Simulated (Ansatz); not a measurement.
# BeInCl3 (model cell, started as cubic perovskite with Be in the octahedra): a soft mode frozen in, part 2 of 3

Aim: this structure of BeInCl3 (model cell, started as cubic perovskite with Be in the octahedra) is to be tested for unstable modes, and one is followed downhill.

Ansatz 0.2.0; DFT PBEsol, scalar-relativistic, plane waves, PAW; PAW set soft_1.

So far, highest frequency on the path or at a solved wavevector (cm⁻¹): step 2 (the dispersion) 361. Also lowest frequency on the path (cm⁻¹): step 2 -289.

The structure was built from a prototype and need not be the compound's stable phase.

### Step 6. Relaxing from the distorted cell

Starting from the lowest point found, all atoms and the cell are let go, so that strain and other modes of the same symmetry can join in.

File input.yaml:

```yaml
crystal:
  lattice:
    - [4.5855703072, 0.0, 0.0]
    - [0.0, 4.5855703072, 0.0]
    - [0.0, 0.0, 4.5855703072]
  atoms:
    - { symbol: In, position: [0.0, -0.0002862462, 0.0] }
    - { symbol: Be, position: [0.5, 0.4520234158, 0.5] }
    - { symbol: Cl, position: [0.5, 0.5023141126, 0.0] }
    - { symbol: Cl, position: [0.5, 0.0084956105, 0.5] }
    - { symbol: Cl, position: [0.0, 0.5023141126, 0.5] }
kpoints:
  mp_grid: { grid: [8, 8, 8] }
hamiltonian:
  xc: pbesol
  pseudopotentials: { kind: paw, azcp: { folder: soft_1 }, xc_functional: pbe }
scf:
  occupations: { method: fixed }
output:
  forces: true
  stress: true
  eigenvalues: true
relax:
  adjacent_minimum: "off"
  f_tol: 0.002
  max_steps: 120
  cell: { stress_tol: 0.03 }
```

Started as:

```sh
$ ansatz run input.yaml --threads 4 --pin off --max-ram 16384MiB --backend cpu --events-out ev --progress --plain --runs-dir out
```

Numbers of over 12 decimals in the logs are rounded to 6 here.

Output:

```text
[...]
Crystal: 5 atoms, lattice volume = 96.423 Å³
Basis set: ecut = 420 eV, 1863 PW (Γ), exchange–correlation on 64×64×64 points (8 copies of the dense FFT grid, shifted against one another)
Bands: 23, of which v1, the nominal top of the filled ones, is band 18 counted from 1 (17 counted from 0)
Symmetry: 8 space group operations
[...]
k-points: 75 of 512 (time reversal used)
[...]
SCF iter   1: F=—  HF=-8804.392764 eV  |F-HF|=—  |Δ(HF+E_count)|=         —  Δρ=4.20e-2  dr2=3.27e0  ethr=3.10e-3  ⟨swp⟩=4.7  Hψ=7309  notcnv=0  defer=170
[...]
SCF iter   7: F=-8802.893371 eV  HF=-8802.893371 eV  |F-HF|=9.71e-9  |Δ(HF+E_count)|=   3.17e-7  Δρ=7.63e-6  dr2=5.90e-8  ethr=2.78e-10  ⟨swp⟩=12.5  Hψ=11576  notcnv=0
SCF 1 converged in 7 iterations: F = -8802.893371 eV  dr2 = 5.90e-8
[...]
relax step   1: F+E_penalty+E_count = -8802.89337121 eV  Δ(F+E_penalty+E_count) = +0.000e0 eV  max|allowed force component| = 1.917e-1 eV/Å  Δτ_max = 0.0000 Å  P = +0.805 GPa  Ω = 96.423 Å³  (7 SCF iters, dr2 threshold 1.00e-7 eV, accepted)
Crystal: 5 atoms, lattice volume = 98.063 Å³
Basis set: ecut = 420 eV, 1895 PW (Γ), exchange–correlation on 64×64×64 points (8 copies of the dense FFT grid, shifted against one another)
[...]
iter 1 solved again at ethr=6.55e-6 eV; its pass at ethr=3.10e-3 eV (dr2=2.36e-3 eV) is discarded
[...]
SCF iter   5: F=-8802.932133 eV  HF=-8802.932133 eV  |F-HF|=4.03e-9  |Δ(HF+E_count)|=   8.86e-8  Δρ=9.70e-6  dr2=7.95e-8  ethr=1.39e-9  ⟨swp⟩=10.1  Hψ=10126  notcnv=0
SCF 2 converged in 5 iterations: F = -8802.932133 eV  dr2 = 7.95e-8
relax step   2: F+E_penalty+E_count = -8802.93213263 eV  Δ(F+E_penalty+E_count) = -3.876e-2 eV  max|allowed force component| = 3.301e-1 eV/Å  Δτ_max = 0.0374 Å  P = +0.097 GPa  Ω = 98.063 Å³  energy of the carried Pulay correction = -1.395e-4 eV  (5 SCF iters, dr2 threshold 5.00e-7 eV, accepted)
Crystal: 5 atoms, lattice volume = 99.879 Å³
Basis set: ecut = 420 eV, 1961 PW (Γ), exchange–correlation on 64×64×64 points (8 copies of the dense FFT grid, shifted against one another)
[...]
SCF iter   6: F=-8803.000166 eV  HF=-8803.000166 eV  |F-HF|=6.20e-9  |Δ(HF+E_count)|=   1.33e-7  Δρ=6.07e-6  dr2=4.30e-8  ethr=1.39e-9  ⟨swp⟩=6.1  Hψ=7811  notcnv=0
SCF 3 converged in 6 iterations: F = -8803.000166 eV  dr2 = 4.30e-8
relax step   3: F+E_penalty+E_count = -8803.00016553 eV  Δ(F+E_penalty+E_count) = -6.803e-2 eV  max|allowed force component| = 9.103e-1 eV/Å  Δτ_max = 0.1344 Å  P = +1.425 GPa  Ω = 99.879 Å³  energy of the carried Pulay correction = -2.914e-4 eV  (6 SCF iters, dr2 threshold 5.00e-7 eV, accepted)
[... from here on, the SCF cycles and remarks between the steps are left out ...]
relax step   4: F+E_penalty+E_count = -8803.06900454 eV  Δ(F+E_penalty+E_count) = -6.884e-2 eV  max|allowed force component| = 3.181e-1 eV/Å  Δτ_max = 0.0562 Å  P = +0.765 GPa  Ω = 100.283 Å³  energy of the carried Pulay correction = -3.248e-4 eV  (5 SCF iters, dr2 threshold 5.00e-7 eV, accepted)
relax step   5: F+E_penalty+E_count = -8803.09109958 eV  Δ(F+E_penalty+E_count) = -2.210e-2 eV  max|allowed force component| = 2.512e-1 eV/Å  Δτ_max = 0.1089 Å  P = -0.491 GPa  Ω = 105.885 Å³  energy of the carried Pulay correction = -7.740e-4 eV  (6 SCF iters, dr2 threshold 5.00e-7 eV, accepted)
relax step   6: F+E_penalty+E_count = -8803.10656804 eV  Δ(F+E_penalty+E_count) = -1.547e-2 eV  max|allowed force component| = 7.250e-2 eV/Å  Δτ_max = 0.0489 Å  P = -0.116 GPa  Ω = 105.339 Å³  energy of the carried Pulay correction = -7.314e-4 eV  (5 SCF iters, dr2 threshold 5.00e-7 eV, accepted)
relax step   7: F+E_penalty+E_count = -8803.10503384 eV  Δ(F+E_penalty+E_count) = +1.534e-3 eV  max|allowed force component| = 1.480e-1 eV/Å  Δτ_max = 0.0935 Å  P = +0.306 GPa  Ω = 104.851 Å³  energy of the carried Pulay correction = -6.930e-4 eV  (6 SCF iters, dr2 threshold 3.28e-7 eV, rejected (line search))
relax step   8: F+E_penalty+E_count = -8803.10991745 eV  Δ(F+E_penalty+E_count) = -3.349e-3 eV  max|allowed force component| = 5.745e-2 eV/Å  Δτ_max = 0.0452 Å  P = +0.017 GPa  Ω = 105.751 Å³  energy of the carried Pulay correction = -7.636e-4 eV  (9 SCF iters, accepted)
relax step   9: F+E_penalty+E_count = -8803.11033098 eV  Δ(F+E_penalty+E_count) = -4.135e-4 eV  max|allowed force component| = 5.581e-3 eV/Å  Δτ_max = 0.0212 Å  P = +0.024 GPa  Ω = 105.924 Å³  energy of the carried Pulay correction = -7.772e-4 eV  (5 SCF iters, dr2 threshold 2.06e-7 eV, accepted)
relax step  10: F+E_penalty+E_count = -8803.11034558 eV  Δ(F+E_penalty+E_count) = -1.460e-5 eV  max|allowed force component| = 4.009e-3 eV/Å  Δτ_max = 0.0029 Å  P = -0.006 GPa  Ω = 105.960 Å³  energy of the carried Pulay correction = -7.799e-4 eV  (5 SCF iters, dr2 threshold 7.00e-9 eV, accepted)
relax step  11: F+E_penalty+E_count = -8803.11034757 eV  Δ(F+E_penalty+E_count) = -1.988e-6 eV  max|allowed force component| = 1.459e-3 eV/Å  Δτ_max = 0.0007 Å  P = +0.005 GPa  Ω = 105.957 Å³  energy of the carried Pulay correction = -7.797e-4 eV  (5 SCF iters, dr2 threshold 1.00e-9 eV, accepted)
relax step  12: F+E_penalty+E_count = -8803.11343586 eV  Δ(F+E_penalty+E_count) = -3.088e-3 eV  max|allowed force component| = 1.708e-3 eV/Å  Δτ_max = 0.0000 Å  P = +0.049 GPa  Ω = 105.957 Å³  stress off target by 1.35e-1 GPa  SCF on the basis re-selected at this cell (its energy is not comparable with the rows above)  (7 SCF iters)
relax step  13: F+E_penalty+E_count = -8803.11364592 eV  Δ(F+E_penalty+E_count) = -2.101e-4 eV  max|allowed force component| = 5.640e-3 eV/Å  Δτ_max = 0.0062 Å  P = +0.034 GPa  Ω = 106.242 Å³  energy of the carried Pulay correction = -2.080e-5 eV  (5 SCF iters, dr2 threshold 4.54e-8 eV, accepted)
relax step  14: F+E_penalty+E_count = -8803.11369651 eV  Δ(F+E_penalty+E_count) = -5.059e-5 eV  max|allowed force component| = 5.516e-4 eV/Å  Δτ_max = 0.0059 Å  P = +0.002 GPa  Ω = 106.511 Å³  energy of the carried Pulay correction = -4.047e-5 eV  (5 SCF iters, dr2 threshold 1.33e-8 eV, accepted)
[...]
SCF iter   1: F=—  HF=-8803.113681 eV  |F-HF|=—  |Δ(HF+E_count)|=         —  Δρ=2.08e-5  dr2=7.23e-8  ethr=8.57e-7  ⟨swp⟩=2.9  Hψ=13148  notcnv=0  defer=222
eigensolver tolerance schedule: the retry pair's looser diagonalisation over-reported the residual by 4270.04 of it (diagonalisation noise at an unbounded share of the residual, at the tolerance the schedule requests for it); recorded, not acted on — ethr = c·dr2/N_el stays at c = 1.0e-1
[...]
SCF iter   2: F=—  HF=-8803.113736 eV  |F-HF|=—  |Δ(HF+E_count)|=   5.46e-5  Δρ=1.08e-5  dr2=2.61e-8  ethr=2.01e-10  ⟨swp⟩=3.3  Hψ=3966  notcnv=0  defer=209
[...]
SCF iter   6: F=-8803.113737 eV  HF=-8803.113737 eV  |F-HF|=7.28e-12  |Δ(HF+E_count)|=    0.00e0  Δρ=1.04e-7  dr2=1.51e-11  ethr=1.00e-12  ⟨swp⟩=12.7  Hψ=13404  notcnv=0
SCF 15 converged in 6 iterations: F = -8803.113737 eV  dr2 = 1.51e-11
relax step  15: F+E_penalty+E_count = -8803.11373665 eV  Δ(F+E_penalty+E_count) = -4.014e-5 eV  max|allowed force component| = 5.252e-4 eV/Å  Δτ_max = 0.0000 Å  P = +0.002 GPa  Ω = 106.511 Å³  stress off target by 5.11e-3 GPa  SCF on the basis re-selected at this cell (its energy is not comparable with the rows above)  (6 SCF iters)
[...]
SCF converged after 6 iterations
Free energy (F): -8803.113737 eV
[...]
Internal energy: -8803.113737 eV  (E = F + TS)
E sigma→0 (E₀):  -8803.113737 eV
Fermi energy:    5.199324 eV
[...]
--- Forces (eV/Å), atoms counted from 1 ---
  atom   1  In     0.00000000    -0.00052508     0.00000000
  atom   2  Be     0.00000000     0.00018687     0.00000000
  atom   3  Cl    -0.00000000    -0.00003268     0.00000000
  atom   4  Cl     0.00000000     0.00040433     0.00000000
  atom   5  Cl     0.00000000    -0.00003268     0.00000000
  max |Σ_I F_I| component: 7.62e-7 eV/Å
--- Stress (GPa, compression-positive) ---
        0.000055       0.000000       0.000000
        0.000000       0.005111       0.000000
        0.000000       0.000000       0.000055
  P = ⅓ Tr σ = 0.0017 GPa (0.017 kbar)
--- Band table (eV; the first three rows and the last of 75) ---
  k-point 0: bands = [... 14 lower, 2.8034, 2.8849, 3.3955, 3.3955, 6.9296, 9.9573, 10.1279, 10.1279, ... 1 higher]
  k-point 1: bands = [... 14 lower, 2.7524, 3.0175, 3.2478, 3.5274, 7.2363, 9.6015, 10.1318, 10.3377, ... 1 higher]
  k-point 2: bands = [... 14 lower, 2.7170, 2.7963, 2.8875, 4.1501, 8.0413, 9.0194, 10.0697, 10.0992, ... 1 higher]
  k-point 74: bands = [... 14 lower, 3.1951, 3.1951, 3.4107, 4.3758, 9.3299, 9.3299, 9.7292, 10.5394, ... 1 higher]
--- Relaxed structure (13 steps of the walk, 12 accepted, 2 SCFs on fresh bases) ---
  F+E_penalty+E_count = -8803.11373665 eV   max|allowed force component| = 5.252e-4 eV/Å   (the final SCF, on the basis selected at the relaxed cell)
  cell:  # Å, volume = 106.5107 Å³
    - [4.428033, 0, 0.0]
    - [0, 5.432145, 0.0]
    - [0.0, 0.0, 4.428033]
  atoms:
    - { symbol: In, position: [0, -0.064285, 0.0] }
    - { symbol: Be, position: [0.500000, 0.416176, 0.500000] }
    - { symbol: Cl, position: [0.500000, 0.528428, 0.0] }
    - { symbol: Cl, position: [0.500000, 0.056115, 0.500000] }
    - { symbol: Cl, position: [0, 0.528428, 0.500000] }
```

Run time: 71 s. Hardware: 4 threads of Arm Neoverse V1, shared host; peak memory 0.5 GiB; 4.7 min of CPU time.

The steps of the relaxation:

```tsv
step	energy less that of the first step (eV)	largest force component (eV/Å)	pressure (GPa)	volume (Å³)
1	0.0000	0.1917	0.81	96.42
2	-0.0388	0.3301	0.10	98.06
3	-0.1068	0.9103	1.42	99.88
4	-0.1756	0.3181	0.76	100.28
5	-0.1977	0.2512	-0.49	105.88
6	-0.2132	0.0725	-0.12	105.34
7	-0.2117	0.1480	0.31	104.85
8	-0.2165	0.0575	0.02	105.75
9	-0.2170	0.0056	0.02	105.92
10	-0.2170	0.0040	-0.01	105.96
11	-0.2170	0.0015	0.01	105.96
12*	-0.2201	0.0017	0.05	105.96
13	-0.2203	0.0056	0.03	106.24
14	-0.2203	0.0006	0.00	106.51
15*	-0.2204	0.0005	0.00	106.51
```

Relaxation steps marked * repeat the geometry before them on a plane-wave basis chosen anew for their cell, so energy and pressure can jump there. Relaxation step 7 was tried and not accepted.

The run keeps the 8 symmetry operations that it works with, so distortions that break them were not tested.

```tsv
cell as run	before	after	change
a (Å)	4.586	4.428	-3.4 %
b (Å)	4.586	5.432	+18.5 %
c (Å)	4.586	4.428	-3.4 %
volume (Å³/atom)	19.28	21.30	+10.5 %
```

The atoms that moved most (Å, as changes of fractional coordinates times the final cell):

```tsv
atom	dx	dy	dz	length
In1	0.000	-0.348	0.000	0.348
Cl4	0.000	0.259	0.000	0.259
Be2	0.000	-0.195	0.000	0.195
Cl3	0.000	0.142	0.000	0.142
Cl5	0.000	0.142	0.000	0.142
```

The relaxed structure:

```cif
data_structure
_symmetry_space_group_name_H-M 'P 1'
_symmetry_Int_Tables_number 1
_cell_length_a 4.4280
_cell_length_b 5.4321
_cell_length_c 4.4280
_cell_angle_alpha 90.000
_cell_angle_beta 90.000
_cell_angle_gamma 90.000
_cell_volume 106.51
loop_
_atom_site_label
_atom_site_type_symbol
_atom_site_fract_x
_atom_site_fract_y
_atom_site_fract_z
_atom_site_occupancy
In1 In 0.00000 0.93571 0.00000 1
Be2 Be 0.50000 0.41618 0.50000 1
Cl3 Cl 0.50000 0.52843 0.00000 1
Cl4 Cl 0.50000 0.05612 0.50000 1
Cl5 Cl 0.00000 0.52843 0.50000 1
```

This step gave:

```
pressure          : 0.001740 GPa
gap on the k-mesh : 1.730 eV
volume per atom   : 21.30 Å³
```

The distorted start has space group P4mm; the relaxation ends in P4mm.

### Step 7. The new phase in its own primitive cell

The relaxed structure is symmetrised, reduced to its primitive cell and relaxed tightly, as its phonons need.

input.yaml, the sections that differ from step 6:

```yaml
crystal:
  lattice:
    - [4.4280332416, 0.0, 0.0]
    - [0.0, 4.4280332416, 0.0]
    - [0.0, 0.0, 5.4321454485]
  atoms:
    - { symbol: In, position: [0.0, 0.0, 0.064285235] }
    - { symbol: Be, position: [0.5, 0.5, 0.5838240141] }
    - { symbol: Cl, position: [0.5, 0.0, 0.4715724187] }
    - { symbol: Cl, position: [0.5, 0.5, 0.9438849082] }
    - { symbol: Cl, position: [0.0, 0.5, 0.4715724187] }
kpoints:
  mp_grid: { grid: [6, 6, 4] }
relax:
  adjacent_minimum: "off"
  f_tol: 0.001
  max_steps: 60
  cell: { stress_tol: 0.01 }
# hamiltonian, scf, output: as in step 6
```

Output:

```text
[...]
Crystal: 5 atoms, lattice volume = 106.511 Å³
Basis set: ecut = 420 eV, 2083 PW (Γ), exchange–correlation on 60×60×80 points (8 copies of the dense FFT grid, shifted against one another)
Bands: 23, of which v1, the nominal top of the filled ones, is band 18 counted from 1 (17 counted from 0)
Symmetry: 8 space group operations
[...]
k-points: 30 of 144 (time reversal used)
[...]
cell:  # Å, volume = 106.5107 Å³
    - [4.4280332416, 0.0, 0.0]
    - [0.0, 4.4280332416, 0.0]
    - [0.0, 0.0, 5.4321454485]
  atoms:
    - { symbol: In, position: [0.0, 0.0, 0.064285235] }
    - { symbol: Be, position: [0.5, 0.5, 0.5838240141] }
    - { symbol: Cl, position: [0.5, 0.0, 0.4715724187] }
    - { symbol: Cl, position: [0.5, 0.5, 0.943885] }
    - { symbol: Cl, position: [0.0, 0.5, 0.4715724187] }
[key lines of the parts left out:]
SCF converged after 8 iterations
Free energy (F): -8803.113557 eV
Fermi energy:    5.199410 eV
P = ⅓ Tr σ = 0.0043 GPa (0.043 kbar)
```

Wall time 4.9 s (4 threads); peak memory 0.39 GiB.

Little changed from the start: no atom moved by 0.005 Å and no cell edge by 0.1 %.

A gap read on the k-mesh alone can miss the band edges.

This step gave:

* pressure: 0.004323 GPa
* direct gap on mesh: 2.638 eV

The largest force component left is 0.65 meV/Å and the pressure is 0.004 GPa, within the tolerances set. The cell now holds 21.30 Å³/atom.

(Continued in part 3 of 3.)

[Logs are printed without paths, hosts, clocks, repeated set-up lines and the standing remarks that a program may print on its own settings, such as how far it seeks lower states.]

[Hosts, paths, dates, database ids (printed as entryN), source tags and the programs' standing remarks are cut or masked in the printed files.]
